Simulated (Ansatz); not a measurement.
## P_C in SiC (P6_3mc): charge-transition levels and formation energies

Charge states of P_C in SiC (P6_3mc), set against the band edges. Model: a cell of 108 host atoms with 1 C taken out and 1 P put in.

Method: place-levels on r2SCAN runs: charge-transition levels and formation energies with image-charge correction and potential alignment at the atomic sites; PAW set soft_1, in Ansatz 0.2.0.

Experimental background.

“Charge spill-out and work function of few-layer graphene on SiC(0001)” (2018, arxiv:1806.04908) quotes from earlier work for SiC, 6H (bulk crystal, literature): band gap (indirect gap, experimental literature value) 3.03 eV [Literature value cited in passing in the theory part; temperature and measurement method …].

Report form: the programs' logs are mostly left out.

## 1. The structure

The cell holds 108 atoms: 54 Si, 53 C and 1 P. Its edges and angles: a = 9.236 Å, b = 9.236 Å, c = 15.108 Å, α = 90.0°, β = 90.0°, γ = 120.0°. It derives from SiC (space group P6_3mc). Nearest the centre at fractional (0.556, 0.444, 0.542): P59 at 0.00 Å, Si89 at 1.89 Å, Si53 at 1.89 Å, Si101 at 1.89 Å, Si51 at 1.89 Å, C23 at 3.08 Å, C47 at 3.08 Å, C11 at 3.08 Å.

Screening for the image-charge correction: ε∞ = (7.09, 7.09, 7.35), ε0 = (10.43, 10.43, 10.95), computed on the host (DFPT, PBEsol, on the r2SCAN cell), and a cell off the functional's own equilibrium shifts the ionic part.

The cell's shortest repeat is 9.2 Å.

## 2. Charge states

A transition level is the Fermi level at which two charge states cost the same, so each charge needs its own total energy, at its own relaxed structure.

Each atom starts 0.05 Å or so off its site in a random direction: a symmetric start keeps its symmetry, and would miss off-centre moves and Jahn–Teller distortions. Forces are taken at one point at (¼, ¼, ¼). The cell holds 1 electron more than the neutral one, with a uniform background that keeps it neutral on the whole.

The sampling was tested on the host first: at the k-points planned (1x1x1 shifted 0.25 0.25 0.25) its energy lies -0.041 eV an atom from the dense-mesh value, a large miss, so this sampling is coarse for the host.

One state's input; the others differ in charge, spin, start and seed, and in occupations where the table says so.

Input file qm1.relax/input.yaml:

```yaml
crystal:
  lattice:
    - [9.23599493, 0.0, 0.0]
    - [-4.61799746, 7.99860624, 0.0]
    - [0.0, 0.0, 15.1078644]
  atoms:
    - { symbol: Si, position: [0.11111111, 0.22222222, 0.8329854] }
    - { symbol: Si, position: [0.22222222, 0.11111111, 0.3329854] }
[... 8 atom lines left out ...]
    - { symbol: C, position: [0.22222222, 0.11111111, 0.54152848] }
[... 11 atom lines left out ...]
    - { symbol: C, position: [0.22222222, 0.44444444, 0.54152848] }
[... 5 atom lines left out ...]
    - { symbol: Si, position: [0.0, 0.66666667, 0.49972248] }
[... 11 atom lines left out ...]
    - { symbol: Si, position: [0.33333333, 0.0, 0.49972248] }
[... 3 atom lines left out ...]
    - { symbol: C, position: [0.44444444, 0.22222222, 0.70799668] }
[... 1 atom line left out ...]
    - { symbol: C, position: [0.55555556, 0.11111111, 0.54152848] }
[... 2 atom lines left out ...]
    - { symbol: Si, position: [0.55555556, 0.44444444, 0.3329854] }
    - { symbol: Si, position: [0.55555556, 0.44444444, 0.66650102] }
[... 1 atom line left out ...]
    - { symbol: Si, position: [0.33333333, 0.33333333, 0.49972248] }
[... 2 atom lines left out ...]
    - { symbol: C, position: [0.33333333, 0.33333333, 0.37436694] }
    - { symbol: C, position: [0.44444444, 0.55555556, 0.70799668] }
[... 1 atom line left out ...]
    - { symbol: P, position: [0.55555556, 0.44444444, 0.54152848] }
[... 11 atom lines left out ...]
    - { symbol: C, position: [0.55555556, 0.77777778, 0.54152848] }
[... 17 atom lines left out ...]
    - { symbol: Si, position: [0.66666667, 0.33333333, 0.49972248] }
[... 2 atom lines left out ...]
    - { symbol: C, position: [0.66666667, 0.33333333, 0.37436694] }
    - { symbol: C, position: [0.77777778, 0.55555556, 0.70799668] }
[... 1 atom line left out ...]
    - { symbol: C, position: [0.88888889, 0.44444444, 0.54152848] }
[... 5 atom lines left out ...]
    - { symbol: Si, position: [0.66666667, 0.66666667, 0.49972248] }
[... 2 atom lines left out ...]
    - { symbol: C, position: [0.66666667, 0.66666667, 0.37436694] }
[... 2 atom lines left out ...]
    - { symbol: C, position: [0.88888889, 0.77777778, 0.54152848] }
    - { symbol: C, position: [0.77777778, 0.88888889, 0.04152848] }
  host:
    repeats: [3, 3, 1]
    atoms:
      - { symbol: Si, position: [0.33333333, 0.66666667, 0.8329854] }
      - { symbol: Si, position: [0.66666667, 0.33333333, 0.3329854] }
      # ... 10 more atoms of the perfect host
total_charge: -1
basis:
  ecutwfc: 500
  xc_grid: 2
hamiltonian:
  xc: r2scan
  pseudopotentials: { kind: paw, azcp: { folder: soft_1 } }
kpoints:
  mp_grid: { grid: [1, 1, 1], shift: [0.25, 0.25, 0.25] }
scf:
  occupations: { method: fixed }
  max_iter: 100
output:
  forces: true
  charged_corrections:
    epsilon: [7.09, 7.09, 7.35]
    static_epsilon: [10.43, 10.43, 10.95]
    defect_position: [0.555556, 0.444444, 0.541528]
relax:
  f_tol: 0.02
  max_steps: 80
  random_displacement: { amplitude: 0.05, seed: 3532 }
checkpoint:
  write: "../qm1.relax.run"
  compress: false
  write_wavefunctions: true
  write_every: 100000
```

Started as:

```console
$ ansatz run input.yaml --threads 4 --pin off --max-ram 15073MiB --backend cpu --events-out ev --progress --plain --runs-dir out
```

Defect states can disperse in a cell of this size, so the energy is taken again at a 2×2×2 shifted mesh, on the relaxed structure.

The run of this state that the levels use, under r2SCAN:

Input file qm1.point/input.yaml:

```yaml
crystal:
  checkpoint: "../qm1.relax.run"
  host: checkpoint
total_charge: -1
basis:
  ecutwfc: 500
  xc_grid: 2
hamiltonian:
  xc: r2scan
  pseudopotentials: { kind: paw, azcp: { folder: soft_1 } }
kpoints:
  mp_grid: { grid: [2, 2, 2], shift: [0.5, 0.5, 0.5] }
scf:
  occupations: { method: fermi_dirac, width: 0.01 }
  max_iter: 100
output:
  forces: true
  eigenvalues: true
  charged_corrections:
    epsilon: [7.09, 7.09, 7.35]
    static_epsilon: [10.43, 10.43, 10.95]
    defect_position: [0.555556, 0.444444, 0.541528]
  eigenstates: { localisation: true }
  populations: true
  band_densities: [{ bands: [v1, v1] }, { bands: [c1, c1] }]
  write_density: true
  write_potential: true
  volumetric_format: npy
checkpoint:
  read: "../qm1.relax.run"
  write: "../qm1.point.run"
  compress: false
  write_wavefunctions: false
  write_every: 100000
```

Relaxations under r2SCAN at one point at (¼, ¼, ¼); times on 4 threads of Intel Xeon 6975P-C (Granite Rapids), shared host:

| charge | moment (μB) | occupations | outcome | steps | largest displacement against the far atoms (Å) | time |
| --- | --- | --- | --- | --- | --- | --- |
| −1 | 0 | fixed | converged | 8 | 0.31 | 96 s |
| 0 | 1 | fixed | converged | 6 | 0.29 | 2.9 min |
| +1 | 0 | fixed | converged | 7 | 0.28 | 80 s |
| −1 | 2 | fixed | converged | 6 | 0.29 | 2.8 min |

Single points under r2SCAN at a 2×2×2 shifted mesh; times on 4 threads of Intel Xeon 6975P-C (Granite Rapids), shared host:

```csv
charge,moment (μB),occupations,outcome,time
−1,0,fermi-dirac,converged,75 s
0,1,fermi-dirac,converged,2.9 min
+1,0,fermi-dirac,converged,74 s
−1,2,fermi-dirac,converged,2.8 min
```

Distances (Å) from P59 to the nearest atoms after relaxation with r2SCAN:

| charge | moment (μB) | 1. | 2. | 3. | 4. | 5. | 6. |
| --- | --- | --- | --- | --- | --- | --- | --- |
| −1 | 0 | Si 2.14 | Si 2.15 | Si 2.15 | Si 2.17 | C 3.09 | C 3.10 |
| −1 | 2 | Si 2.14 | Si 2.14 | Si 2.14 | Si 2.15 | C 3.10 | C 3.10 |
| 0 | 1 | Si 2.14 | Si 2.14 | Si 2.14 | Si 2.15 | C 3.10 | C 3.10 |
| +1 | 0 | Si 2.13 | Si 2.14 | Si 2.14 | Si 2.14 | C 3.11 | C 3.11 |

## 3. place-levels, r2SCAN

A charged cell interacts with its images and the background, and its potential has another zero than the host's. place-levels removes the first by a point-charge model, screened by the static dielectric constant since the ions have relaxed around the charge, and the second by comparing potentials at atoms far from the defect.

The host is a run of the defect-free crystal in the same cutoffs, grids and k-points, so that basis and sampling errors cancel in part in the differences. The host is run in a cell of 12 atoms on a matching mesh. Its band edges are searched through the zone by a band path, so the gap is smaller than, or equal to, that on the mesh. Chemical potentials are energies per atom of C (diamond) and P (black phosphorus), run with the same functional and cutoff. Carbon is taken as diamond, which semilocal functionals can put about 0.1 eV an atom over graphite.

Input file levels.point.yaml:

```yaml
host:
  run: host.point.run
states: [qm1.point.run, q0_M1.point.run, qp1.point.run, qm1_M2.point.run]
geometry_from:
  qm1.point.run: qm1.relax.run
  q0_M1.point.run: q0_M1.relax.run
  qp1.point.run: qp1.relax.run
  qm1_M2.point.run: qm1_M2.relax.run
  host.point.run: host.relax.run
chemical_potentials:
  C:
    energy: -251.553391
    dataset: "<sha256 of the dataset>"
  P:
    energy: -759.166194
    dataset: "<sha256 of the dataset>"
epsilon: [7.09, 7.09, 7.35]
static_epsilon: [10.43, 10.43, 10.95]
vertical:
  - { from: qm1.point.run, to: qm1.point_neutral.run }
  - { from: qp1.point.run, to: qp1.point_neutral.run }
  - { from: qm1_M2.point.run, to: qm1_M2.point_neutral.run }
```

Started as:

```console
$ ansatz place-levels levels.point.yaml -- --threads 4 --pin off --max-ram 15073MiB
```

Run time: 0.44 s. Hardware: 4 threads of Intel Xeon 6975P-C (Granite Rapids), shared host.

Levels between the charges placed, in eV above the valence top:

|  | gap (eV) | (+1/0) | (0/−1) |
| --- | --- | --- | --- |
| r2SCAN | 2.37 | 2.42 | 2.43 |

Corrections by state:

```csv
charge,moment (μB),image terms and alignment (eV),band filling (eV),ε used,"over the lowest of its charge, as the program ranks them, band filling apart (eV)"
+1,0.0,0.253,-,"principal values (10.43, 10.43, 10.95)",0.000
0,1.0,0.000,-,-,0.000
−1,0.0,-0.046,-0.260,"principal values (10.43, 10.43, 10.95)",0.000
−1,2.0,-0.049,-,"principal values (10.43, 10.43, 10.95)",0.060
```

The charged structures listed were also run neutral, and place-levels reads from each pair, by the potential or the spins, how wide the charge is by which they differ; that can be the carrier of either run.

```csv
charge,rms radius (Å),spread where it is widest against the cell (Å),wide from (Å),reading
+1,5.9,3.27,1.39,wide
−1,6.8,3.42,1.39,wide
```

The neutral runs of these pairs need not share the spin of the lowest neutral state, and very wide values only mean spread over the cell.

From the program's caveats on the states, each cut to its opening words:

- charge +1: how wide its charge is, is not read beside other atoms or cores, and a band state would take no correction
- charge 0 (1 μB): its sublattices stand up to 0.0281 Å off the host's, which by the two runs' forces adds about +0.02 eV to its energy against the host's, and moves the band [...]
- charge 0 (1 μB): its moments are held at its close (magnetization.spin_locking), by a field of 0.027 eV a Bohr magneton, and its energy and levels are of the state that this [...]
- charge 0 (1 μB), −1 (2 μB): flagged: stability check not made
- charge −1: it parts from the run at its places by a charge that spreads by about 3.4 Å along one vector (1.4 Å or more is wide), by its potential at epsilon [7.09, 7.09, [...]
- charge −1: a band-filling correction moves a carrier to the host's band edge, which changes its energy by -0.260 eV
- charge −1: its alignment with the host at atomic sites is doubtful: the mean over the far sites moves by -0.1100 eV from their farther parts to their nearer, more than [...]
- charge −1: the host's ions (past the first shell or, of a walk that freed a part, those that it held) aren't shown at rest: they stand up to 0.069 Å off their sites, 2.20 [...]
- charge −1: its sublattices stand up to 0.0325 Å off the host's, which by the two runs' forces adds about +0.04 eV to its energy against the host's, and moves the band [...]
- charge −1 (2 μB): it parts from the run at its places by a charge that spreads by about 3.6 Å along one vector (1.4 Å or more is wide), by its potential at epsilon [7.09, 7.09, [...]
- charge −1 (2 μB): its alignment with the host at atomic sites is doubtful: the mean over the far sites moves by -0.1423 eV from their farther parts to their nearer, more than [...]
- charge −1 (2 μB): its sublattices stand up to 0.0344 Å off the host's, which by the two runs' forces adds about +0.03 eV to its energy against the host's, and moves the band [...]
- charge −1 (2 μB): its moments are held at its close (magnetization.spin_locking), by a field of 0.075 eV a Bohr magneton, and its energy and levels are of the state that this [...]

The host's formation energy from the elements is -0.356 eV per atom; it sets how far the chemical potentials can move.

Formation energies (eV), C-rich (Δμ(C) = 0.00 eV, Δμ(Si) = -0.71 eV, Δμ(P) = 0.00 eV):

```csv
charge,Fermi level at the valence top,at the conduction bottom
+1,0.95,3.32
0,3.37,3.37
−1,5.80,3.44
```

Formation energies (eV), Si-rich (Δμ(Si) = 0.00 eV, Δμ(C) = -0.71 eV, Δμ(P) = 0.00 eV):

| charge | Fermi level at the valence top | at the conduction bottom |
| --- | --- | --- |
| +1 | 0.24 | 2.61 |
| 0 | 2.66 | 2.66 |
| −1 | 5.09 | 2.72 |

## 4. The same at the relaxations' own k-points

The relaxations' own energies give the levels at their sampling, for comparison.

Input file levels.relax_mesh.yaml:

```yaml
host:
  run: host.relax.run
states: [qm1.relax.run, q0_M1.relax.run, qp1.relax.run, qm1_M2.relax.run]
chemical_potentials:
  C:
    energy: -251.553391
    dataset: "<sha256 of the dataset>"
  P:
    energy: -759.166194
    dataset: "<sha256 of the dataset>"
```

Started as:

```console
$ ansatz place-levels levels.relax_mesh.yaml -- --threads 4 --pin off --max-ram 15073MiB
```

The job ended after 0.13 s (4 threads).

Levels between neighbouring charges, in eV above the valence top:

|  | gap (eV) | (+1/0) | (0/−1) |
| --- | --- | --- | --- |
| one point at (¼, ¼, ¼) | 2.38 | 2.44 | 2.40 |
| a 2×2×2 shifted mesh | 2.37 | 2.42 | 2.43 |

Going from one point at (¼, ¼, ¼) to a 2×2×2 shifted mesh moves formation energies against the elements by up to 0.10 eV; band-filling terms, which differ between samplings, are in these energies.

## 5. What came out

| Property | Result |
| --- | --- |
| gap of the host | 2.37 eV (r2SCAN) |
| level (plus 1/0) | 2.42 eV above the valence top, past the conduction bottom |
| level (0/minus 1) | 2.43 eV above the valence top, past the conduction bottom (2.69 eV above the valence top without the band-filling term) |
| lowest of the charges placed, just above the valence top (0.02 eV) | +1 |
| lowest of the charges placed, just below the conduction bottom (0.02 eV) | +1 |
| lowest formation energy at mid-gap of the charges run, C-rich | 2.14 eV |
| lowest formation energy at mid-gap of the charges run, Si-rich | 1.42 eV |

In words: Of the charges placed (−1, 0 and +1), +1 is the lowest from 0.02 eV above the valence top to 0.02 eV below the conduction bottom, a gap of 2.37 eV. (+1/0) lies 0.05 eV from a band edge, less than the doubt on such levels. Charges above +1 were not placed, so these runs say nothing of levels that involve them. States placed: +1 at 0 μB; 0 at 1 μB; −1 at 0 μB and 2 μB. Other spin states or structures, where not listed, weren't placed. The program finds carriers beyond a band edge of the host and adds a band-filling term at charge −1 (-0.26 eV); steps to such a charge show no bound level, and a defect level inside a band would be read the same way. P is taken at its element; compounds, which aren't counted here, bound the chemical potentials and would shift these formation energies. Going from one point at (¼, ¼, ¼) to a 2×2×2 shifted mesh moves formation energies against the elements by up to 0.10 eV; band-filling terms, which differ between samplings, are in these energies. The program doubts the alignment of potentials for at least one state, a sign that the cell is small. What this leaves open: r2SCAN makes the gap too small and tends to spread out bound carriers; force components of up to 0.28 eV/Å remain in a run at the final settings.

Comparison with the measured values:

| quantity | measured | r2SCAN |
| --- | --- | --- |
| band gap (least gap of the host) (eV) | 3.03 | 2.37 (-0.66 eV) |

Measured values from arxiv:1806.04908 (2018).

Verdict: The band gap is off by -0.66 eV: a clear miss. Local and semilocal functionals usually give gaps below the measured ones. Zero-point and thermal motion shift the measured gap.

[Logs are printed without paths, hosts, clocks, repeated set-up lines and the standing remarks that a program may print on its own settings, such as how far it seeks lower states.]

[Hosts, paths, dates, database ids (printed as entryN), source tags and the programs' standing remarks are cut or masked in the printed files.]

[Where a table of states has a column of steps, it counts the stored structures, which are thinned; the runs took as many ionic steps or more.]

[A defect's name tells the site on which it was built; relaxed atoms can leave that site.]

[For some hosts the program warned that the k-mesh of the response run may be too coarse for force constants and the static dielectric constant; such warnings are not shown here.]
